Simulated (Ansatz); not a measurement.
**AlB4W3, from a guessed structure to a relaxed one**

This structure for AlB4W3 is made up. Its elements were placed in a known structure type with a cell scaled to their sizes. What cell does the guess relax to, and how far off was it?

Calculated with Ansatz 0.2.0; DFT, PBE, plane-wave PAW, files of the set soft_1, scalar-relativistic, no spin, cell and ions relaxed at zero pressure; PAW set soft_1, in the first sound run; inputs show where later runs differ.

**1. Starting point**

The structure is orthorhombic, space group Pmmm (No. 47). Conventional cell: a = 3.192 Å, b = 3.248 Å, c = 8.818 Å, α = 90.00°, β = 90.00°, γ = 90.00°. Nearest to W lie 12 B at 2.47 to 2.50 Å. Nearest to W lie 6 B at 2.44 Å and 4 Al at 2.80 Å. Al has 2 B at 2.51 Å and 8 W at 2.80 Å nearest. B has 3 B at 1.85 to 1.92 Å and 6 W at 2.44 to 2.47 Å nearest. Nearest to B lie 2 B at 1.85 Å and 6 W at 2.44 to 2.50 Å and 1 Al at 2.51 Å. Farther neighbours are not listed.

Coordinates:

```cif
data_structure
_symmetry_space_group_name_H-M 'Pmmm'
_symmetry_Int_Tables_number 47
_cell_length_a 3.1920
_cell_length_b 3.2480
_cell_length_c 8.8180
_cell_angle_alpha 90.000
_cell_angle_beta 90.000
_cell_angle_gamma 90.000
_cell_volume 91.42
loop_
_atom_site_label
_atom_site_type_symbol
_atom_site_symmetry_multiplicity
_atom_site_Wyckoff_symbol
_atom_site_fract_x
_atom_site_fract_y
_atom_site_fract_z
_atom_site_occupancy
W1 W 1 b 0.50000 0.00000 0.00000 1
W2 W 2 q 0.00000 0.00000 0.68490 1
Al1 Al 1 h 0.50000 0.50000 0.50000 1
B1 B 2 r 0.00000 0.50000 0.89110 1
B2 B 2 t 0.50000 0.50000 0.78440 1
```

**2. Relaxation of the guess**

The guessed cell has no reason to be at equilibrium. It is relaxed with the atoms, within the space group of the guess.

The input, input.yaml:

```yaml
crystal:
  lattice:
    - [3.192, 0.0, 0.0]
    - [0.0, 3.248, 0.0]
    - [0.0, 0.0, 8.818]
  atoms:
    - { symbol: W, position: [0.5, 0.0, 0.0] }
    - { symbol: W, position: [0.0, 0.0, 0.6849] }
    - { symbol: W, position: [0.0, 0.0, 0.3151] }
    - { symbol: Al, position: [0.5, 0.5, 0.5] }
    - { symbol: B, position: [0.0, 0.5, 0.8911] }
    - { symbol: B, position: [0.0, 0.5, 0.1089] }
    - { symbol: B, position: [0.5, 0.5, 0.7844] }
    - { symbol: B, position: [0.5, 0.5, 0.2156] }
kpoints:
  mp_grid: { grid: [8, 8, 3] }
scf:
  occupations: { method: fermi_dirac, width: 0.05 }
hamiltonian:
  xc: pbe
  pseudopotentials: { kind: paw, azcp: { folder: soft_1 } }
relax:
  f_tol: 0.015
  max_steps: 70
  cell: {}
output:
  forces: true
  stress: true
```

Run with:

```
> ansatz run input.yaml --threads 4 --pin off --max-ram 10240MiB --backend cpu --events-out ev --progress --plain --runs-dir out
```

Numbers of over 12 decimals in the logs are rounded to 6 here.

What it wrote:

```text
Engine: ansatz 0.2.0, aarch64-unknown-linux-gnu
Pseudopotentials: kind: paw
Pseudopotential: W, paw, valence charge 14, recommended cutoff 420 eV (normal), soft_1/W.paw.azcp
Pseudopotential: Al, paw, valence charge 3, recommended cutoff 420 eV (normal), soft_1/Al.paw.azcp
Pseudopotential: B, paw, valence charge 3, recommended cutoff 420 eV (normal), soft_1/B.paw.azcp
Functional definition: PBE
  parameter kappa = 0.804
  parameter beta = 0.066725
  exchange = pbe_x(kappa = kappa, mu = beta*pi^2/3)
  correlation = pbe_c(beta = beta)
Crystal: 8 atoms, lattice volume = 91.422 Å³
Basis set: ecut = 420 eV, 1801 PW (Γ), exchange–correlation on 48×48×120 points (8 copies of the dense FFT grid, shifted against one another)
Bands: 37, of which v1, the nominal top of the filled ones, is band 29 counted from 1 (28 counted from 0)
Symmetry: 8 space group operations
Space group: Pmmm (ITA 47), of the structure as read, at distance tolerance 4.5e-5 Å
k-points: 50 of 192
Non-local potential: W, projectors of the file, l = 0: 3, l = 1: 2, l = 2: 2, l = 3: 1
Non-local potential: Al, projectors of the file, l = 0: 2, l = 1: 2, l = 2: 1
Non-local potential: B, projectors of the file, l = 0: 2, l = 1: 2, l = 2: 1
PAW form: soft (Blöchl's): semilocal exchange-correlation on the pseudo side does not see the compensation charge
PAW one-centre angular grid: W, 590 points (default); XC on 64 Gauss nodes
PAW one-centre angular grid: Al, 110 points (default); XC on 64 Gauss nodes
PAW one-centre angular grid: B, 110 points (default); XC on 64 Gauss nodes
Initial density: superposition of atomic densities (chi_scale 0.1, normalization cell, long waves kept (reshape's long-wave potential 0.14 eV rms))
Initial wavefunctions: pseudopotential atomic-orbital guess
Functional: x = pbe(κ = 0.804, μ = 0.219515), c = pbe(β = 0.066725)
SCF iter   1: F=—  HF=-32323.458667 eV  |F-HF|=—  |Δ(HF+E_count)|=         —  Δρ=8.86e-2  dr2=1.83e1  ethr=3.10e-3  ⟨swp⟩=6.1  Hψ=7930  notcnv=0
preconditioner: auto → Kerker (q_TF=auto, 2.522 Å⁻¹)  [metal: Δε(μ)=0.030 eV  Ē_g=7.921 eV  σ=0.050 eV  W_gap=0.15  n_scr=26 (ndim 8)  ℏωp=22.3 eV  f_vac=0.000  D(μ)=2.34/eV (n_scr^D=18)]
SCF iter   2: F=—  HF=-32320.711073 eV  |F-HF|=—  |Δ(HF+E_count)|=    2.75e0  Δρ=4.63e-2  dr2=5.26e0  ethr=3.10e-3  ⟨swp⟩=2.8  Hψ=3536  notcnv=0  defer=55
SCF iter   3: F=—  HF=-32319.759964 eV  |F-HF|=—  |Δ(HF+E_count)|=   9.51e-1  Δρ=9.36e-3  dr2=1.22e-1  ethr=3.10e-3  ⟨swp⟩=3.1  Hψ=3273  notcnv=0  defer=55
SCF iter   4: F=—  HF=-32319.742181 eV  |F-HF|=—  |Δ(HF+E_count)|=   1.78e-2  Δρ=2.32e-3  dr2=1.07e-2  ethr=2.14e-4  ⟨swp⟩=2.7  Hψ=3179  notcnv=0  defer=55
SCF iter   5: F=—  HF=-32319.740760 eV  |F-HF|=—  |Δ(HF+E_count)|=   1.42e-3  Δρ=8.08e-4  dr2=2.36e-3  ethr=1.87e-5  ⟨swp⟩=1.0  Hψ=1795  notcnv=0  defer=55
SCF iter   6: F=—  HF=-32319.740503 eV  |F-HF|=—  |Δ(HF+E_count)|=   2.57e-4  Δρ=2.06e-4  dr2=1.77e-4  ethr=4.14e-6  ⟨swp⟩=1.1  Hψ=1798  notcnv=0  defer=55
SCF iter   7: F=—  HF=-32319.740488 eV  |F-HF|=—  |Δ(HF+E_count)|=   1.52e-5  Δρ=3.13e-5  dr2=4.86e-6  ethr=3.10e-7  ⟨swp⟩=1.4  Hψ=1821  notcnv=0  defer=55
SCF iter   8: F=—  HF=-32319.740465 eV  |F-HF|=—  |Δ(HF+E_count)|=   2.29e-5  Δρ=5.48e-6  dr2=1.40e-7  ethr=8.53e-9  ⟨swp⟩=1.7  Hψ=1896  notcnv=0  defer=55
SCF iter   9: F=-32319.740465 eV  HF=-32319.740465 eV  |F-HF|=1.87e-9  |Δ(HF+E_count)|=   2.29e-9  Δρ=7.43e-7  dr2=2.09e-9  ethr=1.75e-10  ⟨swp⟩=3.9  Hψ=5161  notcnv=0
SCF 1 converged in 9 iterations: F = -32319.740465 eV  dr2 = 2.09e-9
  greatest PAW one-centre occupation: 0.999 electrons in one spin orbital (limit 2), on the W atom at site 2 (counted from 0), in its partial waves of l = 0
relax step   1: F+E_penalty+E_count = -32319.74046521 eV  Δ(F+E_penalty+E_count) = +0.000e0 eV  max|allowed force component| = 2.318e0 eV/Å  Δτ_max = 0.0000 Å  P = -25.519 GPa  Ω = 91.422 Å³  (9 SCF iters, dr2 threshold 1.00e-7 eV, accepted)
Crystal: 8 atoms, lattice volume = 80.682 Å³
Basis set: ecut = 420 eV, 1597 PW (Γ), exchange–correlation on 48×48×120 points (8 copies of the dense FFT grid, shifted against one another)
Initial density: handed on by an earlier stage of this run
Initial wavefunctions: those handed on with the density
iter 1 solved again at ethr=1.46e-3 eV; its pass at ethr=3.10e-3 eV (dr2=8.30e-1 eV) is discarded
SCF iter   1: F=—  HF=-32321.008662 eV  |F-HF|=—  |Δ(HF+E_count)|=         —  Δρ=2.21e-2  dr2=8.40e-1  ethr=1.46e-3  ⟨swp⟩=1.1  Hψ=9647  notcnv=0
preconditioner: auto → Kerker (q_TF=auto, 2.575 Å⁻¹)  [metal: Δε(μ)=0.051 eV  Ē_g=8.459 eV  σ=0.050 eV  W_gap=0.25  n_scr=26 (ndim 8)  ℏωp=23.7 eV  f_vac=0.000  D(μ)=2.40/eV (n_scr^D=18)]
SCF iter   2: F=—  HF=-32320.873607 eV  |F-HF|=—  |Δ(HF+E_count)|=   1.35e-1  Δρ=1.27e-2  dr2=3.20e-1  ethr=1.46e-3  ⟨swp⟩=1.4  Hψ=1897  notcnv=0
SCF iter   3: F=—  HF=-32320.792044 eV  |F-HF|=—  |Δ(HF+E_count)|=   8.16e-2  Δρ=1.61e-3  dr2=1.02e-2  ethr=5.61e-4  ⟨swp⟩=2.6  Hψ=3131  notcnv=0  defer=1
SCF iter   4: F=—  HF=-32320.790151 eV  |F-HF|=—  |Δ(HF+E_count)|=   1.89e-3  Δρ=4.53e-4  dr2=2.83e-4  ethr=1.78e-5  ⟨swp⟩=2.0  Hψ=2580  notcnv=0  defer=3
SCF iter   5: F=—  HF=-32320.790073 eV  |F-HF|=—  |Δ(HF+E_count)|=   7.85e-5  Δρ=7.00e-5  dr2=1.23e-5  ethr=4.96e-7  ⟨swp⟩=2.0  Hψ=2496  notcnv=0  defer=3
SCF iter   6: F=-32320.790070 eV  HF=-32320.790070 eV  |F-HF|=2.22e-7  |Δ(HF+E_count)|=   2.09e-6  Δρ=1.34e-5  dr2=2.89e-7  ethr=1.40e-9  ⟨swp⟩=4.8  Hψ=5866  notcnv=0
SCF 2 converged in 6 iterations: F = -32320.790070 eV  dr2 = 2.89e-7
  greatest PAW one-centre occupation: 0.999 electrons in one spin orbital (limit 2), on the W atom at site 0 (counted from 0), in its partial waves of l = 0
relax step   2: F+E_penalty+E_count = -32320.79007019 eV  Δ(F+E_penalty+E_count) = -1.050e0 eV  max|allowed force component| = 9.679e-1 eV/Å  Δτ_max = 0.1351 Å  P = +8.617 GPa  Ω = 80.682 Å³  energy of the carried Pulay correction = +7.494e-3 eV  (6 SCF iters, dr2 threshold 8.00e-7 eV, accepted)
Crystal: 8 atoms, lattice volume = 82.986 Å³
Basis set: ecut = 420 eV, 1641 PW (Γ), exchange–correlation on 48×48×120 points (8 copies of the dense FFT grid, shifted against one another)
iter 1 solved again at ethr=1.49e-4 eV; its pass at ethr=3.10e-3 eV (dr2=8.49e-2 eV) is discarded
SCF iter   1: F=—  HF=-32320.887138 eV  |F-HF|=—  |Δ(HF+E_count)|=         —  Δρ=6.15e-3  dr2=8.56e-2  ethr=1.49e-4  ⟨swp⟩=1.2  Hψ=9063  notcnv=0
preconditioner: auto → Kerker (q_TF=auto, 2.563 Å⁻¹)  [metal: Δε(μ)=0.011 eV  Ē_g=8.075 eV  σ=0.050 eV  W_gap=0.05  n_scr=26 (ndim 8)  ℏωp=23.4 eV  f_vac=0.000  D(μ)=2.11/eV (n_scr^D=12)]
[...]
SCF 3 converged in 6 iterations: F = -32320.867166 eV  dr2 = 2.16e-8
relax step   3: F+E_penalty+E_count = -32320.86716619 eV  Δ(F+E_penalty+E_count) = -7.710e-2 eV  max|allowed force component| = 2.949e-1 eV/Å  Δτ_max = 0.0431 Å  P = -1.751 GPa  Ω = 82.986 Å³  energy of the carried Pulay correction = +5.809e-3 eV  (6 SCF iters, dr2 threshold 8.00e-7 eV, accepted)
[...]
relax step   4: F+E_penalty+E_count = -32320.87856713 eV  Δ(F+E_penalty+E_count) = -1.140e-2 eV  max|allowed force component| = 5.718e-2 eV/Å  Δτ_max = 0.0148 Å  P = -0.625 GPa  Ω = 82.771 Å³  energy of the carried Pulay correction = +5.964e-3 eV  (6 SCF iters, dr2 threshold 8.00e-7 eV, accepted)
[...]
relax step   5: F+E_penalty+E_count = -32320.87983699 eV  Δ(F+E_penalty+E_count) = -1.270e-3 eV  max|allowed force component| = 1.241e-2 eV/Å  Δτ_max = 0.0040 Å  P = -0.093 GPa  Ω = 82.596 Å³  energy of the carried Pulay correction = +6.090e-3 eV  (6 SCF iters, dr2 threshold 8.00e-7 eV, accepted)
[...]
relax step   6: F+E_penalty+E_count = -32320.87992723 eV  Δ(F+E_penalty+E_count) = -9.025e-5 eV  max|allowed force component| = 2.691e-3 eV/Å  Δτ_max = 0.0010 Å  P = +0.053 GPa  Ω = 82.549 Å³  energy of the carried Pulay correction = +6.124e-3 eV  (6 SCF iters, dr2 threshold 1.73e-7 eV, accepted)
[...]
relax step   7: F+E_penalty+E_count = -32320.87992058 eV  Δ(F+E_penalty+E_count) = +6.654e-6 eV  max|allowed force component| = 3.985e-4 eV/Å  Δτ_max = 0.0002 Å  P = -0.000 GPa  Ω = 82.564 Å³  energy of the carried Pulay correction = +6.114e-3 eV  (6 SCF iters, dr2 threshold 1.47e-8 eV, accepted)
[...]
relax step   8: F+E_penalty+E_count = -32320.87550971 eV  Δ(F+E_penalty+E_count) = +4.411e-3 eV  max|allowed force component| = 6.469e-4 eV/Å  Δτ_max = 0.0000 Å  P = -0.056 GPa  Ω = 82.564 Å³  stress off target by 6.66e-2 GPa  SCF on the basis re-selected at this cell (its energy is not comparable with the rows above)  (6 SCF iters)
[...]
relax step   9: F+E_penalty+E_count = -32320.87552665 eV  Δ(F+E_penalty+E_count) = -1.693e-5 eV  max|allowed force component| = 2.064e-4 eV/Å  Δτ_max = 0.0002 Å  P = -0.000 GPa  Ω = 82.547 Å³  energy of the carried Pulay correction = +1.350e-5 eV  (6 SCF iters, dr2 threshold 1.11e-8 eV, accepted)
iter 1 solved again at ethr=8.80e-8 eV; its pass at ethr=3.10e-3 eV (dr2=5.02e-5 eV) is discarded
SCF iter   1: F=—  HF=-32320.875532 eV  |F-HF|=—  |Δ(HF+E_count)|=         —  Δρ=1.56e-6  dr2=1.25e-9  ethr=8.80e-8  ⟨swp⟩=3.1  Hψ=12080  notcnv=0
eigensolver tolerance schedule: the retry pair's looser diagonalisation over-reported the residual by 39974.61 of it (diagonalisation noise at an unbounded share of the residual, at the tolerance the schedule requests for it); recorded, not acted on — ethr = c·dr2/N_el stays at c = 1.0e-1
SCF iter   2: F=—  HF=-32320.875518 eV  |F-HF|=—  |Δ(HF+E_count)|=   1.33e-5  Δρ=6.07e-7  dr2=1.71e-10  ethr=2.20e-12  ⟨swp⟩=3.3  Hψ=4213  notcnv=0
SCF iter   3: F=—  HF=-32320.875518 eV  |F-HF|=—  |Δ(HF+E_count)|=  4.73e-11  Δρ=4.31e-7  dr2=8.76e-11  ethr=1.00e-12  ⟨swp⟩=1.0  Hψ=1850  notcnv=0
iter 4 did not close the SCF: its close was put off for the readings that it lacked (scf_convergence_deferred on its scf_iter line)
SCF iter   4: F=-32320.875518 eV  HF=-32320.875518 eV  |F-HF|=2.55e-11  |Δ(HF+E_count)|=  6.18e-11  Δρ=1.13e-7  dr2=7.78e-12  ethr=1.00e-12  ⟨swp⟩=1.0  Hψ=1850  notcnv=0
iter 5 did not close the SCF: its close was put off for the readings that it lacked (scf_convergence_deferred on its scf_iter line)
SCF iter   5: F=-32320.875518 eV  HF=-32320.875518 eV  |F-HF|=0.00e0  |Δ(HF+E_count)|=  2.18e-11  Δρ=6.44e-8  dr2=2.58e-12  ethr=1.00e-12  ⟨swp⟩=1.0  Hψ=1850  notcnv=0
iter 6 did not close the SCF: its close was put off for the readings that it lacked (scf_convergence_deferred on its scf_iter line)
SCF iter   6: F=-32320.875518 eV  HF=-32320.875518 eV  |F-HF|=7.28e-12  |Δ(HF+E_count)|=  7.28e-12  Δρ=4.32e-8  dr2=1.05e-12  ethr=1.00e-12  ⟨swp⟩=1.0  Hψ=1850  notcnv=0
iter 7 did not close the SCF: its close was put off for the readings that it lacked (scf_convergence_deferred on its scf_iter line)
SCF iter   7: F=-32320.875518 eV  HF=-32320.875518 eV  |F-HF|=7.28e-12  |Δ(HF+E_count)|=  3.64e-12  Δρ=2.12e-8  dr2=2.46e-13  ethr=1.00e-12  ⟨swp⟩=1.0  Hψ=1850  notcnv=0
SCF iter   8: F=-32320.875518 eV  HF=-32320.875518 eV  |F-HF|=3.64e-12  |Δ(HF+E_count)|=    0.00e0  Δρ=9.30e-9  dr2=4.80e-14  ethr=1.00e-12  ⟨swp⟩=1.0  Hψ=3900  notcnv=0
SCF 10 converged in 8 iterations: F = -32320.875518 eV  dr2 = 4.80e-14
relax step  10: F+E_penalty+E_count = -32320.87551844 eV  Δ(F+E_penalty+E_count) = +8.204e-6 eV  max|allowed force component| = 2.097e-4 eV/Å  Δτ_max = 0.0000 Å  P = -0.000 GPa  Ω = 82.547 Å³  stress off target by 1.83e-3 GPa  SCF on the basis re-selected at this cell (its energy is not comparable with the rows above)  (8 SCF iters)
basis re-selected at this cell: Δ(F+E_penalty+E_count) = +8.204e-6 eV, ΔP = -0.000 GPa vs the last step (what re-selecting the basis moved, of the pressure what is left beyond the Pulay correction that the steps carried, after the strain that the cell walked since its last selection, with what the two solves' SCF thresholds leave and, on support functions, any second-order correction that the steps lacked; it is no m [...]
SCF converged after 8 iterations
Free energy (F): -32320.875518 eV
Harris-Foulkes:  -32320.875518 eV  (|F-HF|=3.64e-12)
Internal energy: -32320.859010 eV  (E = F + TS)
E sigma→0 (E₀):  -32320.867264 eV
Entropy (-TS):   -0.016509 eV (-2.064 meV/atom)
Fermi energy:    18.974725 eV
--- Per-component energies (eV) ---
  E_band       = -257.318850
  E_kinetic    = 1500.118346
  E_local      = -2531.443716  (includes V_loc(G=0)·N_el)
  E_nonlocal   = -37.114108
  E_hartree    = 1098.211555
  E_xc         = -977.579552
  E_vxc        = -885.318620  (∫ρ·V_xc dr)
  E_paw        = -26515.416288  (= ΣΔE_a)
  E_vpaw       = -499.984351  (= ΣTr[D̂ρ^β])
  E_aug_tail   = 0.000487  (compensation charges beyond the density's cutoff)
  E_ewald      = -4857.635733
  E_smearing   = -0.016509  (= −TS)
  E_closure    = 0.000000  (closes the sum)
  Σ components = -32320.875518   (vs F -32320.875518, Δ=0.00e0)
--- Forces (eV/Å), atoms counted from 1 ---
  atom   1  W      0.00000000    -0.00000000     0.00000000
  atom   2  W     -0.00000000    -0.00000000    -0.00001150
  atom   3  W      0.00000000     0.00000000     0.00001150
  atom   4  Al    -0.00000000    -0.00000000     0.00000000
  atom   5  B     -0.00000000     0.00000000     0.00000247
  atom   6  B      0.00000000    -0.00000000    -0.00000247
  atom   7  B      0.00000000     0.00000000    -0.00020968
  atom   8  B     -0.00000000    -0.00000000     0.00020968
  max |Σ_I F_I| component: 1.25e-29 eV/Å
--- Stress (GPa, compression-positive) ---
        0.000206       0.000000      -0.000000
        0.000000      -0.001830      -0.000000
       -0.000000      -0.000000       0.000768
  P = ⅓ Tr σ = -0.0003 GPa (-0.003 kbar)
--- Relaxed structure (8 steps of the walk, 8 accepted, 2 SCFs on fresh bases) ---
  F+E_penalty+E_count = -32320.87551844 eV   max|allowed force component| = 2.097e-4 eV/Å   (the final SCF, on the basis selected at the relaxed cell)
  cell:  # Å, volume = 82.5465 Å³
    - [3.086259, 0, 0]
    - [0, 3.184072, -1.2093836374738644e-17]
    - [0, -3.283357424644253e-17, 8.400082]
  atoms:
    - { symbol: W, position: [0.5, 0, -2.9508791267466666e-19] }
    - { symbol: W, position: [0, 1.7954302817363595e-18, 0.696813] }
    - { symbol: W, position: [0, -1.7954302817363626e-18, 0.303187] }
    - { symbol: Al, position: [0.5, 0.5, 0.500000] }
    - { symbol: B, position: [0, 0.5, 0.893275] }
    - { symbol: B, position: [0, 0.5, 0.106725] }
    - { symbol: B, position: [0.5, 0.5, 0.777687] }
    - { symbol: B, position: [0.5, 0.5, 0.222313] }
```

Run time: 20 s. Hardware: 4 threads of Arm Neoverse V2, shared host; peak memory 0.48 GiB.

Relaxation path:

| step | energy less that of the first step (eV) | largest force component (eV/Å) | pressure (GPa) | volume (Å³) |
| --- | --- | --- | --- | --- |
| 1 | 0.0000 | 2.3177 | -25.52 | 91.42 |
| 2 | -1.0496 | 0.9679 | 8.62 | 80.68 |
| 3 | -1.1267 | 0.2949 | -1.75 | 82.99 |
| 4 | -1.1381 | 0.0572 | -0.63 | 82.77 |
| 5 | -1.1394 | 0.0124 | -0.09 | 82.60 |
| 6 | -1.1395 | 0.0027 | 0.05 | 82.55 |
| 7 | -1.1395 | 0.0004 | 0.00 | 82.56 |
| 8* | -1.1350 | 0.0006 | -0.06 | 82.56 |
| 9 | -1.1351 | 0.0002 | 0.00 | 82.55 |
| 10* | -1.1351 | 0.0002 | 0.00 | 82.55 |

Relaxation steps marked * repeat the geometry before them on a plane-wave basis chosen anew for their cell, so energy and pressure can jump there.

The run keeps the 8 symmetry operations that it works with, so distortions that break them were not tested.

| conventional cell, symmetrised | before | after | change |
| --- | --- | --- | --- |
| a (Å) | 3.192 | 3.086 | -3.3 % |
| b (Å) | 3.248 | 3.184 | -2.0 % |
| c (Å) | 8.818 | 8.400 | -4.7 % |
| volume (Å³/atom) | 11.43 | 10.32 | -9.7 % |

The atoms that moved most (Å, as changes of fractional coordinates times the final cell):

| atom | dx | dy | dz | length |
| --- | --- | --- | --- | --- |
| W3 | 0.000 | 0.000 | -0.100 | 0.100 |
| W2 | 0.000 | 0.000 | 0.100 | 0.100 |
| B7 | 0.000 | 0.000 | -0.056 | 0.056 |
| B8 | 0.000 | 0.000 | 0.056 | 0.056 |
| B6 | 0.000 | 0.000 | -0.018 | 0.018 |
| B5 | 0.000 | 0.000 | 0.018 | 0.018 |

Final coordinates:

```cif
data_structure
_symmetry_space_group_name_H-M 'P 1'
_symmetry_Int_Tables_number 1
_cell_length_a 3.0863
_cell_length_b 3.1841
_cell_length_c 8.4001
_cell_angle_alpha 90.000
_cell_angle_beta 90.000
_cell_angle_gamma 90.000
_cell_volume 82.55
loop_
_atom_site_label
_atom_site_type_symbol
_atom_site_fract_x
_atom_site_fract_y
_atom_site_fract_z
_atom_site_occupancy
W1 W 0.50000 0.00000 0.00000 1
W2 W 0.00000 0.00000 0.69681 1
W3 W 0.00000 0.00000 0.30319 1
Al4 Al 0.50000 0.50000 0.50000 1
B5 B 0.00000 0.50000 0.89328 1
B6 B 0.00000 0.50000 0.10672 1
B7 B 0.50000 0.50000 0.77769 1
B8 B 0.50000 0.50000 0.22231 1
```

Numbers from this step:

* free energy: -32320.8755 eV
* energy at zero smearing: -32320.8673 eV
* smearing term TS: 0.01651 eV
* Fermi energy: 18.97 eV
* electrons: 57
* symmetry operations: 8
* pressure: -2.85e-4 GPa

The shortest distance of each pair, which need not be the same contact before and after:

| pair | guess (Å) | relaxed (Å) |
| --- | --- | --- |
| B–B | 1.853 | 1.793 |
| B–W | 2.438 | 2.293 |
| Al–B | 2.508 | 2.333 |
| Al–W | 2.801 | 2.766 |
| W–W | 3.192 | 2.978 |

The relaxation ends with a largest force component of 2.1e-4 eV/Å and a pressure of 0.00 GPa.

(Continued in part 2 of 2.)

[Logs are printed without paths, hosts, clocks, repeated set-up lines and the standing remarks that a program may print on its own settings, such as how far it seeks lower states.]

[Hosts, paths, dates, database ids (printed as entryN), source tags and the programs' standing remarks are cut or masked in the printed files.]
